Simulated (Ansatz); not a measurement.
# LuMn2Pb2: relaxing a made-up structure

This structure for LuMn2Pb2 is made up. Its elements were placed in a known structure type with a cell scaled to their sizes. What cell does the guess relax to, and how far off was it?

Method: DFT, PBEsol, plane-wave PAW, files of the set soft_1, scalar-relativistic, ferromagnetic start, cell and ions relaxed at zero pressure; PAW set soft_1, in Ansatz 0.2.0.

In doubt: warnings of the run leave room for a lower electronic state, so energies may not be the lowest and differences between runs may mislead.

### 1. Set-up

It takes space group I4/mmm (No. 139, tetragonal). The conventional cell has a = 4.430 Å, b = 4.430 Å, c = 11.065 Å, α = 90.00°, β = 90.00°, γ = 90.00°. Pb has 4 Mn at 2.54 Å and 1 Pb at 3.03 Å and 4 Lu at 3.48 Å nearest. Lu has 8 Pb at 3.48 Å and 8 Mn at 3.54 Å nearest. Nearest to Mn lie 4 Pb at 2.54 Å and 4 Mn at 3.13 Å and 4 Lu at 3.54 Å. Farther neighbours are not listed.

Structure file:

```cif
data_structure
_symmetry_space_group_name_H-M 'P 1'
_symmetry_Int_Tables_number 1
_cell_length_a 6.3578
_cell_length_b 6.3578
_cell_length_c 6.3578
_cell_angle_alpha 139.222
_cell_angle_beta 139.222
_cell_angle_gamma 59.037
_cell_volume 108.57
loop_
_atom_site_label
_atom_site_type_symbol
_atom_site_fract_x
_atom_site_fract_y
_atom_site_fract_z
_atom_site_occupancy
Pb1 Pb 0.63690 0.63690 0.00000 1
Pb2 Pb 0.36310 0.36310 0.00000 1
Lu3 Lu 0.00000 0.00000 0.00000 1
Mn4 Mn 0.25000 0.75000 0.50000 1
Mn5 Mn 0.75000 0.25000 0.50000 1
```

### 2. Relaxation of the guess

The guessed cell has no reason to be at equilibrium. It is relaxed with the atoms, within the space group of the guess.

input.yaml

```yaml
crystal:
  lattice:
    - [-2.215, 2.215, 5.5325]
    - [2.215, -2.215, 5.5325]
    - [2.215, 2.215, -5.5325]
  atoms:
    - { symbol: Pb, position: [0.6369, 0.6369, 0.0] }
    - { symbol: Pb, position: [0.3631, 0.3631, 0.0] }
    - { symbol: Lu, position: [0.0, 0.0, 0.0] }
    - { symbol: Mn, position: [0.25, 0.75, 0.5], spin: 4.0 }
    - { symbol: Mn, position: [0.75, 0.25, 0.5], spin: 4.0 }
magnetization:
  spin_polarized: true
kpoints:
  mp_grid: { grid: [9, 9, 9] }
scf:
  occupations: { method: fermi_dirac, width: 0.05 }
hamiltonian:
  xc: pbesol
  pseudopotentials: { kind: paw, azcp: { folder: soft_1 }, xc_functional: pbe }
relax:
  f_tol: 0.015
  max_steps: 70
  cell: {}
output:
  forces: true
  stress: true
```

Launch:

```console
> ansatz run input.yaml --threads 4 --pin off --max-ram 8192MiB --backend cpu --events-out ev --progress --plain --runs-dir out
```

Numbers of over 12 decimals in the logs are rounded to 6 here.

What it wrote:

```text
basis.fft_grid_basis auto: the FFT boxes are laid along the combinations [[1, 0, 1], [0, 1, 1], [0, 0, 1]] of the cell's own vectors, 4.430, 4.430 and 6.358 Å long. The dense box has 30×30×45 points. Along the cell's own vectors, as sized, it would have 45×45×45, 2.25 times as many. Of the 16 symmetry operations that the crystal satisfies within crystal.symmetry.tolerance (time reversal apart; of a slab, those that k [...]
Engine: ansatz 0.2.0, x86_64-unknown-linux-gnu
Pseudopotentials: kind: paw
Pseudopotential: Pb, paw, valence charge 14, recommended cutoff 420 eV (normal), soft_1/Pb.paw.azcp
Pseudopotential: Lu, paw, valence charge 25, recommended cutoff 420 eV (normal), soft_1/Lu.paw.azcp
Pseudopotential: Mn, paw, valence charge 15, recommended cutoff 420 eV (normal), soft_1/Mn.paw.azcp
Functional definition: PBEsol
  exchange = pbesol_x
  correlation = pbesol_c
Crystal: 5 atoms, lattice volume = 108.575 Å³
Basis set: ecut = 420 eV, 2139 PW (Γ), FFT grids on a1+a3, a2+a3, a3, exchange–correlation on 60×60×90 points (8 copies of the dense FFT grid, shifted against one another)
Bands: 55, of which v1, the nominal top of the filled ones, is band 42 counted from 1 (41 counted from 0)
Symmetry: 16 space group operations
Space group: I4/mmm (ITA 139), of the structure as read, at distance tolerance 4.8e-5 Å
Magnetic group: BNS 139.531 (UNI 1191), of the structure as read, at distance tolerance 4.8e-5 Å
k-points: 75 of 729
Non-local potential: Pb, projectors of the file, l = 0: 2, l = 1: 2, l = 2: 2, l = 3: 1
Non-local potential: Lu, projectors of the file, l = 0: 3, l = 1: 2, l = 2: 2, l = 3: 3
Non-local potential: Mn, projectors of the file, l = 0: 3, l = 1: 2, l = 2: 3, l = 3: 1
PAW form: soft (Blöchl's): semilocal exchange-correlation on the pseudo side does not see the compensation charge
PAW frozen core: Pb, regenerated for the run's functional, and the local potential with it (the file was generated under x = pbe(κ = 0.804, μ = 0.219515), c = pbe(β = 0.066725))
PAW frozen core: Lu, regenerated for the run's functional, and the local potential with it (the file was generated under x = pbe(κ = 0.804, μ = 0.219515), c = pbe(β = 0.066725))
PAW frozen core: Mn, regenerated for the run's functional, and the local potential with it (the file was generated under x = pbe(κ = 0.804, μ = 0.219515), c = pbe(β = 0.066725))
PAW one-centre angular grid: Pb, 590 points (default); XC on 64 Gauss nodes
PAW one-centre angular grid: Lu, 590 points (default); XC on 64 Gauss nodes
PAW one-centre angular grid: Mn, 590 points (default); XC on 64 Gauss nodes
Initial density: superposition of atomic densities (chi_scale 0.1, normalization cell, long waves kept (reshape's long-wave potential 0.00 eV rms))
Starting moments: Σ|m| = 8 μB on 2 of 5 sites
Initial wavefunctions: pseudopotential atomic-orbital guess
Functional: x = pbesol(κ = 0.804, μ = 0.123457), c = pbesol(β = 0.046)
SCF iter   1: F=—  HF=-45863.337412 eV  |F-HF|=—  |Δ(HF+E_count)|=         —  Δρ=4.17e-2 (↑3.90e-2 ↓4.17e-2)  dr2=1.28e1  dr2_m=3.11e-2  M=7.210 μB ∫|m|=7.872 μB  β_m=0.30  ethr=3.10e-3  ⟨swp⟩=7.2  Hψ=33791  notcnv=0  defer=19
Mixer restart at iter 1: flushing history
preconditioner: auto → Kerker (q_TF=auto, 2.609 Å⁻¹)  [metal: Δε(μ)=0.008 eV  Ē_g=11.550 eV  σ=0.050 eV  W_gap=0.04  n_scr=32 (ndim 8)  ℏωp=27.4 eV  f_vac=0.000  D(μ)=5.29/eV (n_scr^D=36)]
spin=Collinear: Kerker preconditioning applied to the charge; magnetization (m = ρ↑ − ρ↓) channel mixes plain (no charge-response kernel on spin).
SCF iter   2: F=—  HF=-45861.946672 eV  |F-HF|=—  |Δ(HF+E_count)|=    1.39e0  Δρ=3.00e-2 (↑2.39e-2 ↓3.00e-2)  dr2=5.13e0  dr2_m=5.98e-2  M=7.002 μB ∫|m|=7.667 μB  β_m=0.50  ethr=3.10e-3  ⟨swp⟩=4.1  Hψ=19135  notcnv=0  defer=468
SCF iter   3: F=—  HF=-45861.907635 eV  |F-HF|=—  |Δ(HF+E_count)|=   3.90e-2  Δρ=1.78e-2 (↑1.31e-2 ↓1.78e-2)  dr2=1.08e0  dr2_m=1.09e-1  M=6.636 μB ∫|m|=7.321 μB  β_m=0.50  ethr=3.10e-3  ⟨swp⟩=3.5  Hψ=16374  notcnv=0  defer=472
SCF iter   4: F=—  HF=-45861.799447 eV  |F-HF|=—  |Δ(HF+E_count)|=   1.08e-1  Δρ=1.25e-2 (↑8.95e-3 ↓1.25e-2)  dr2=4.48e-1  dr2_m=7.93e-2  M=6.437 μB ∫|m|=7.123 μB  β_m=0.72  ethr=1.30e-3  ⟨swp⟩=4.1  Hψ=23511  notcnv=0  defer=504
SCF iter   5: F=—  HF=-45861.775398 eV  |F-HF|=—  |Δ(HF+E_count)|=   2.40e-2  Δρ=4.98e-3 (↑4.98e-3 ↓3.49e-3)  dr2=7.60e-2  dr2_m=1.22e-2  M=6.259 μB ∫|m|=6.912 μB  β_m=0.81  ethr=5.40e-4  ⟨swp⟩=3.7  Hψ=18829  notcnv=0  defer=483
SCF iter   6: F=—  HF=-45861.773219 eV  |F-HF|=—  |Δ(HF+E_count)|=         —  Δρ=3.62e-3 (↑3.62e-3 ↓2.24e-3)  dr2=1.14e-2  dr2_m=7.56e-3  M=6.149 μB ∫|m|=6.791 μB  β_m=0.81  ethr=9.15e-5  ⟨swp⟩=2.7  Hψ=15941  notcnv=0  defer=483
Mixer restart at iter 6: flushing history
SCF iter   7: F=—  HF=-45861.771107 eV  |F-HF|=—  |Δ(HF+E_count)|=   2.11e-3  Δρ=1.06e-3 (↑9.20e-4 ↓1.06e-3)  dr2=5.09e-3  dr2_m=2.70e-5  M=6.160 μB ∫|m|=6.798 μB  β_m=0.77  ethr=1.37e-5  ⟨swp⟩=2.7  Hψ=17218  notcnv=0  defer=483
SCF iter   8: F=—  HF=-45861.770809 eV  |F-HF|=—  |Δ(HF+E_count)|=   2.99e-4  Δρ=9.84e-4 (↑9.84e-4 ↓5.08e-4)  dr2=2.14e-3  dr2_m=2.36e-4  M=6.147 μB ∫|m|=6.785 μB  β_m=0.61  ethr=6.13e-6  ⟨swp⟩=3.0  Hψ=19293  notcnv=0  defer=474
SCF iter   9: F=—  HF=-45861.768983 eV  |F-HF|=—  |Δ(HF+E_count)|=   1.83e-3  Δρ=2.04e-4 (↑1.93e-4 ↓2.04e-4)  dr2=3.73e-4  dr2_m=4.69e-7  M=6.152 μB ∫|m|=6.790 μB  β_m=0.64  ethr=2.58e-6  ⟨swp⟩=3.0  Hψ=17823  notcnv=0  defer=472
SCF iter  10: F=—  HF=-45861.768937 eV  |F-HF|=—  |Δ(HF+E_count)|=   4.64e-5  Δρ=3.24e-4 (↑3.24e-4 ↓1.28e-4)  dr2=1.26e-4  dr2_m=4.47e-5  M=6.157 μB ∫|m|=6.794 μB  β_m=0.62  ethr=4.50e-7  ⟨swp⟩=2.1  Hψ=14338  notcnv=0  defer=472
SCF iter  11: F=—  HF=-45861.768900 eV  |F-HF|=—  |Δ(HF+E_count)|=   3.66e-5  Δρ=1.18e-4 (↑5.10e-5 ↓1.18e-4)  dr2=3.26e-5  dr2_m=1.39e-6  M=6.159 μB ∫|m|=6.796 μB  β_m=0.81  ethr=1.52e-7  ⟨swp⟩=2.1  Hψ=13371  notcnv=0  defer=472
SCF iter  12: F=—  HF=-45861.768903 eV  |F-HF|=—  |Δ(HF+E_count)|=   2.90e-6  Δρ=5.91e-5 (↑5.91e-5 ↓4.68e-5)  dr2=9.56e-6  dr2_m=8.31e-8  M=6.162 μB ∫|m|=6.800 μB  β_m=0.84  ethr=3.93e-8  ⟨swp⟩=2.4  Hψ=14576  notcnv=0  defer=472
SCF iter  13: F=—  HF=-45861.768904 eV  |F-HF|=—  |Δ(HF+E_count)|=   1.13e-6  Δρ=2.47e-5 (↑2.47e-5 ↓2.37e-5)  dr2=2.49e-6  dr2_m=7.37e-9  M=6.162 μB ∫|m|=6.799 μB  β_m=0.92  ethr=1.15e-8  ⟨swp⟩=2.0  Hψ=13858  notcnv=0  defer=472
SCF iter  14: F=—  HF=-45861.768905 eV  |F-HF|=—  |Δ(HF+E_count)|=   2.77e-7  Δρ=5.50e-6 (↑5.50e-6 ↓4.58e-6)  dr2=1.25e-7  dr2_m=4.88e-10  M=6.161 μB ∫|m|=6.799 μB  β_m=0.96  ethr=3.00e-9  ⟨swp⟩=2.0  Hψ=12629  notcnv=0  defer=472
[...]
relax step  10: F+E_penalty+E_count = -45862.36860912 eV  Δ(F+E_penalty+E_count) = -1.065e-4 eV  max|allowed force component| = 5.937e-3 eV/Å  Δτ_max = 0.0002 Å  P = +0.012 GPa  Ω = 103.225 Å³  energy of the carried Pulay correction = +3.167e-3 eV  (9 SCF iters, dr2 threshold 3.42e-8 eV, accepted)
relax step  11: F+E_penalty+E_count = -45862.37855385 eV  Δ(F+E_penalty+E_count) = -9.945e-3 eV  max|allowed force component| = 1.102e-2 eV/Å  Δτ_max = 0.0000 Å  P = +0.177 GPa  Ω = 103.225 Å³  stress off target by 5.84e-1 GPa  SCF on the basis re-selected at this cell (its energy is not comparable with the rows above)  (14 SCF iters)
relax step  12: F+E_penalty+E_count = -45862.38025729 eV  Δ(F+E_penalty+E_count) = -1.703e-3 eV  max|allowed force component| = 2.119e-3 eV/Å  Δτ_max = 0.0010 Å  P = +0.029 GPa  Ω = 103.378 Å³  energy of the carried Pulay correction = -6.350e-5 eV  (9 SCF iters, dr2 threshold 5.00e-7 eV, accepted)
relax step  13: F+E_penalty+E_count = -45862.38039486 eV  Δ(F+E_penalty+E_count) = -1.376e-4 eV  max|allowed force component| = 3.965e-3 eV/Å  Δτ_max = 0.0010 Å  P = +0.000 GPa  Ω = 103.396 Å³  energy of the carried Pulay correction = -6.404e-5 eV  (10 SCF iters, dr2 threshold 4.56e-8 eV, accepted)
iter 1 solved again at ethr=9.64e-8 eV; its pass at ethr=3.10e-3 eV (dr2=8.00e-5 eV) is discarded
SCF iter   1: F=—  HF=-45862.380493 eV  |F-HF|=—  |Δ(HF+E_count)|=         —  Δρ=1.62e-5 (↑1.62e-5 ↓1.36e-5)  dr2=5.73e-8  dr2_m=9.01e-9  M=4.887 μB ∫|m|=6.051 μB  β_m=0.65  ethr=9.64e-8  ⟨swp⟩=5.0  Hψ=72812  notcnv=0
preconditioner: auto → Kerker (q_TF=auto, 2.430 Å⁻¹)  [metal: Δε(μ)=0.010 eV  Ē_g=13.449 eV  σ=0.050 eV  W_gap=0.05  n_scr=32 (ndim 8)  ℏωp=29.4 eV  f_vac=0.000  D(μ)=3.44/eV (n_scr^D=32)]
spin=Collinear: Kerker preconditioning applied to the charge; magnetization (m = ρ↑ − ρ↓) channel mixes plain (no charge-response kernel on spin).
SCF iter   2: F=—  HF=-45862.380495 eV  |F-HF|=—  |Δ(HF+E_count)|=   2.21e-6  Δρ=5.96e-6 (↑5.96e-6 ↓5.01e-6)  dr2=9.27e-9  dr2_m=1.09e-9  M=4.887 μB ∫|m|=6.051 μB  β_m=0.61  ethr=6.90e-11  ⟨swp⟩=3.7  Hψ=21835  notcnv=0
SCF iter   3: F=—  HF=-45862.380495 eV  |F-HF|=—  |Δ(HF+E_count)|=   1.03e-7  Δρ=1.46e-6 (↑1.46e-6 ↓1.42e-6)  dr2=1.88e-9  dr2_m=1.79e-10  M=4.887 μB ∫|m|=6.051 μB  β_m=0.49  ethr=1.12e-11  ⟨swp⟩=3.0  Hψ=18137  notcnv=0
SCF iter   4: F=—  HF=-45862.380495 eV  |F-HF|=—  |Δ(HF+E_count)|=   1.38e-9  Δρ=8.69e-7 (↑5.52e-7 ↓8.69e-7)  dr2=7.72e-10  dr2_m=2.04e-10  M=4.887 μB ∫|m|=6.051 μB  β_m=0.74  ethr=2.26e-12  ⟨swp⟩=3.0  Hψ=17768  notcnv=0
SCF iter   5: F=—  HF=-45862.380495 eV  |F-HF|=—  |Δ(HF+E_count)|=   2.49e-8  Δρ=6.73e-7 (↑2.96e-7 ↓6.73e-7)  dr2=9.44e-10  dr2_m=1.48e-10  M=4.887 μB ∫|m|=6.051 μB  β_m=0.87  ethr=1.00e-12  ⟨swp⟩=2.0  Hψ=13243  notcnv=0
SCF iter   6: F=—  HF=-45862.380495 eV  |F-HF|=—  |Δ(HF+E_count)|=   1.11e-9  Δρ=3.57e-7 (↑3.49e-7 ↓3.57e-7)  dr2=4.32e-10  dr2_m=9.19e-11  M=4.887 μB ∫|m|=6.051 μB  β_m=0.87  ethr=1.00e-12  ⟨swp⟩=2.2  Hψ=13840  notcnv=0
SCF iter   7: F=—  HF=-45862.380495 eV  |F-HF|=—  |Δ(HF+E_count)|=  3.64e-11  Δρ=1.28e-7 (↑1.28e-7 ↓9.29e-8)  dr2=6.71e-11  dr2_m=1.35e-12  M=4.887 μB ∫|m|=6.051 μB  β_m=0.82  ethr=1.00e-12  ⟨swp⟩=1.9  Hψ=9956  notcnv=0
SCF iter   8: F=—  HF=-45862.380495 eV  |F-HF|=—  |Δ(HF+E_count)|=  2.18e-11  Δρ=1.12e-7 (↑1.12e-7 ↓5.07e-8)  dr2=1.67e-11  dr2_m=1.47e-12  M=4.887 μB ∫|m|=6.051 μB  β_m=0.83  ethr=1.00e-12  ⟨swp⟩=1.7  Hψ=8783  notcnv=0
SCF iter   9: F=-45862.380495 eV  HF=-45862.380495 eV  |F-HF|=4.37e-11  |Δ(HF+E_count)|=  7.28e-12  Δρ=9.09e-8 (↑7.00e-8 ↓9.09e-8)  dr2=3.79e-11  dr2_m=1.99e-13  M=4.887 μB ∫|m|=6.051 μB  ethr=1.00e-12  ⟨swp⟩=4.7  Hψ=38203  notcnv=0
SCF 14 converged in 9 iterations: F = -45862.380495 eV  dr2 = 3.79e-11
relax step  14: F+E_penalty+E_count = -45862.38049506 eV  Δ(F+E_penalty+E_count) = -1.002e-4 eV  max|allowed force component| = 3.982e-3 eV/Å  Δτ_max = 0.0000 Å  P = -0.001 GPa  Ω = 103.396 Å³  stress off target by 1.02e-2 GPa  SCF on the basis re-selected at this cell (its energy is not comparable with the rows above)  (9 SCF iters)
basis re-selected at this cell: Δ(F+E_penalty+E_count) = -1.002e-4 eV, ΔP = -0.002 GPa vs the last step (what re-selecting the basis moved, of the pressure what is left beyond the Pulay correction that the steps carried, after the strain that the cell walked since its last selection, with what the two solves' SCF thresholds leave and, on support functions, any second-order correction that the steps lacked; it is no m [...]
WARN: an SCF from antiferromagnetic starting moments (0.00, 0.00, 0.00, -4.00, 4.00 Bohr magnetons, atom by atom) was not made, by what the run has read of turns of its moments that order reads lower: the deck asks for what bars it, or types moments that do (magnetization.spin_polarized, in the input reference, names some of the keys), or the run goes by scf.lower_state_search: light, the default, which as a rule tries one only behind a close that has lost an order of both signs, or on which an open d or half-filled 4f shell of a PAW file has lost a moment that was set nearer to Hund's than to what is left; [rest of the remark cut]
SCF converged after 9 iterations
Magnetization: 4.8868 μB (43.9434 up, 39.0566 down)
Absolute magnetization: 6.0696 μB (∫|ρ↑−ρ↓|, with the PAW one-centre terms)
Spin contamination: 0.4092 ħ² per cell (⟨S²⟩ above its minimum at these occupations)
Per-site moments (μB) at R_I (Å): [(-0.048847, 1.089537), (-0.048847, 1.089537), (-0.136856, 1.322867), (2.628302, 1.089537), (2.628302, 1.089537)]
Free energy (F): -45862.380495 eV
Harris-Foulkes:  -45862.380495 eV  (|F-HF|=4.37e-11)
Internal energy: -45862.351275 eV  (E = F + TS)
E sigma→0 (E₀):  -45862.365885 eV
Entropy (-TS):   -0.029220 eV (-5.844 meV/atom)
Fermi energy:    14.713797 eV
--- Per-component energies (eV) ---
  E_band       = -437.077110
  E_kinetic    = 1651.659673
  E_local      = -13140.560089  (includes V_loc(G=0)·N_el)
  E_nonlocal   = 2232.595271
  E_hartree    = 5307.959523
  E_xc         = -828.664216
  E_vxc        = -803.982907  (∫ρ·V_xc dr)
  E_paw        = -30399.607701  (= ΣΔE_a)
  E_vpaw       = -992.707913  (= ΣTr[D̂ρ^β])
  E_aug_tail   = 0.000158  (compensation charges beyond the density's cutoff)
  E_ewald      = -10687.389421
  E_core_change = 1.655526  (= ΣΔE_core)
  E_smearing   = -0.029220  (= −TS)
  E_closure    = 0.000000  (closes the sum)
  Σ components = -45862.380495   (vs F -45862.380495, Δ=0.00e0)
--- Forces (eV/Å), atoms counted from 1 ---
  atom   1  Pb     0.00000000    -0.00000000     0.00398236
  atom   2  Pb    -0.00000000     0.00000000    -0.00398236
  atom   3  Lu     0.00000000     0.00000000    -0.00000000
  atom   4  Mn     0.00000000     0.00000000     0.00000000
  atom   5  Mn     0.00000000     0.00000000     0.00000000
  max |Σ_I F_I| component: 8.67e-19 eV/Å
--- Stress (GPa, compression-positive) ---
       -0.007107      -0.000000       0.000000
       -0.000000      -0.007107       0.000000
        0.000000       0.000000       0.010219
  P = ⅓ Tr σ = -0.0013 GPa (-0.013 kbar)
--- Relaxed structure (12 steps of the walk, 11 accepted, 2 SCFs on fresh bases) ---
  F+E_penalty+E_count = -45862.38049506 eV   max|allowed force component| = 3.982e-3 eV/Å   (the final SCF, on the basis selected at the relaxed cell)
  cell:  # Å, volume = 103.3958 Å³
    - [-2.008894, 2.008894, 6.405145]
    - [2.008894, -2.008894, 6.405145]
    - [2.008894, 2.008894, -6.405145]
  atoms:
    - { symbol: Pb, position: [0.616132, 0.616132, 0] }
    - { symbol: Pb, position: [0.383868, 0.383868, 0] }
    - { symbol: Lu, position: [-2.0086890678674057e-18, -2.0086890678674057e-18, 0] }
    - { symbol: Mn, position: [0.25, 0.75, 0.5] }
    - { symbol: Mn, position: [0.75, 0.25, 0.5] }
```

The job ended after 3.3 min (4 threads of AMD EPYC 7B13 (Zen 3), shared host; peak memory 0.99 GiB; 13 min of CPU time).

Step by step:

| step | energy less that of the first step (eV) | largest force component (eV/Å) | pressure (GPa) | volume (Å³) |
| --- | --- | --- | --- | --- |
| 1 | 0.0000 | 1.8391 | 3.51 | 108.57 |
| 2 | -0.0500 | 2.0611 | 3.27 | 107.75 |
| 3 | -0.3547 | 0.3554 | -0.21 | 111.58 |
| 4 | -0.4738 | 0.1184 | -0.52 | 110.15 |
| 5 | -0.5551 | 0.4754 | -1.14 | 106.59 |
| 6 | -0.5544 | 0.5869 | 1.59 | 100.75 |
| 7 | -0.5976 | 0.0930 | -0.31 | 103.74 |
| 8 | -0.5996 | 0.0397 | 0.19 | 102.99 |
| 9 | -0.5996 | 0.0014 | -0.09 | 103.35 |
| 10 | -0.5997 | 0.0059 | 0.01 | 103.22 |
| 11* | -0.6096 | 0.0110 | 0.18 | 103.22 |
| 12 | -0.6114 | 0.0021 | 0.03 | 103.38 |
| 13 | -0.6115 | 0.0040 | 0.00 | 103.40 |
| 14* | -0.6116 | 0.0040 | 0.00 | 103.40 |

Relaxation steps marked * repeat the geometry before them on a plane-wave basis chosen anew for their cell, so energy and pressure can jump there. Relaxation step 6 was tried and not accepted.

Forces are held to the 16 operations that the run works with; a distortion that breaks them can't arise in this run.

| cell as run | before | after | change |
| --- | --- | --- | --- |
| a (Å) | 6.358 | 7.007 | +10.2 % |
| b (Å) | 6.358 | 7.007 | +10.2 % |
| c (Å) | 6.358 | 7.007 | +10.2 % |
| α (°) | 139.22 | 146.68 | +5.4 % |
| β (°) | 139.22 | 146.68 | +5.4 % |
| γ (°) | 59.04 | 47.84 | -19.0 % |
| volume (Å³/atom) | 21.71 | 20.68 | -4.8 % |

The atoms that moved most (Å, as changes of fractional coordinates times the final cell):

| atom | dx | dy | dz | length |
| --- | --- | --- | --- | --- |
| Pb2 | 0.000 | 0.000 | 0.266 | 0.266 |
| Pb1 | 0.000 | 0.000 | -0.266 | 0.266 |

The relaxed structure:

```
Pb Lu Mn
1.0
    -2.00889    2.00889    6.40514
     2.00889   -2.00889    6.40514
     2.00889    2.00889   -6.40514
Pb Lu Mn
2 1 2
Direct
  0.61613 0.61613 0.00000
  0.38387 0.38387 0.00000
  0.00000 0.00000 0.00000
  0.25000 0.75000 0.50000
  0.75000 0.25000 0.50000
```

Numbers from this step:

```yaml
free_energy: -45862.3805 eV
energy_at_zero_smearing: -45862.3659 eV
smearing_term_ts: 0.02922 eV
fermi_energy: 14.71 eV
magnetization: 4.887 μB
absolute_magnetization: 6.070 μB
site_moments: -0.04885, -0.04885, -0.1369, 2.628, 2.628 μB
electrons: 83
symmetry_operations: 16
pressure: -0.001332 GPa
```

Site moment by atom:

| atom | site moment (μB) |
| --- | --- |
| Pb1 | -0.05 |
| Pb2 | -0.05 |
| Lu3 | -0.14 |
| Mn4 | 2.63 |
| Mn5 | 2.63 |

Shortest distances by pair of elements, guess and relaxed (not always the same contact):

| pair | guess (Å) | relaxed (Å) |
| --- | --- | --- |
| Mn–Pb | 2.544 | 2.641 |
| Mn–Mn | 3.132 | 2.841 |
| Pb–Pb | 3.030 | 2.975 |
| Lu–Pb | 3.480 | 3.207 |
| Lu–Mn | 3.544 | 3.780 |

The relaxation ends with a largest force component of 0.0040 eV/Å and a pressure of 0.00 GPa.

### 3. Results

* space group, relaxed: I4/mmm
* conventional cell: a = 4.018, b = 4.018, c = 12.810 Å; α = 90.0°, β = 90.0°, γ = 90.0°
* volume per atom: 20.68 Å³ (guess 21.71)
* total moment: 4.89 μB in the cell of 5 atoms

**Reading.** LuMn2Pb2 relaxes to I4/mmm with a = 4.018, b = 4.018 and c = 12.810 Å. The guessed volume was 5 % too large. The space group I4/mmm was held in the relaxation, so the end point is a stationary structure within it and may be a saddle against distortions or other arrangements. The input starts from parallel moments, and no other start was typed. The electronic state may lie above the lowest one. Mesh and cutoff weren't tested. A vector of the cell changed its length by 10 %, more than the volume shows. Spin-orbit coupling is left out, which can matter for elements this heavy. No dispersion term is used, so weakly bound directions may come out too long. The program estimates, without running it, that another magnetic order lies lower than the one relaxed here. Nothing here tests whether the compound is stable against decomposition.

[Logs are printed without paths, hosts, clocks, repeated set-up lines and the standing remarks that a program may print on its own settings, such as how far it seeks lower states.]

[Hosts, paths, dates, database ids (printed as entryN), source tags and the programs' standing remarks are cut or masked in the printed files.]
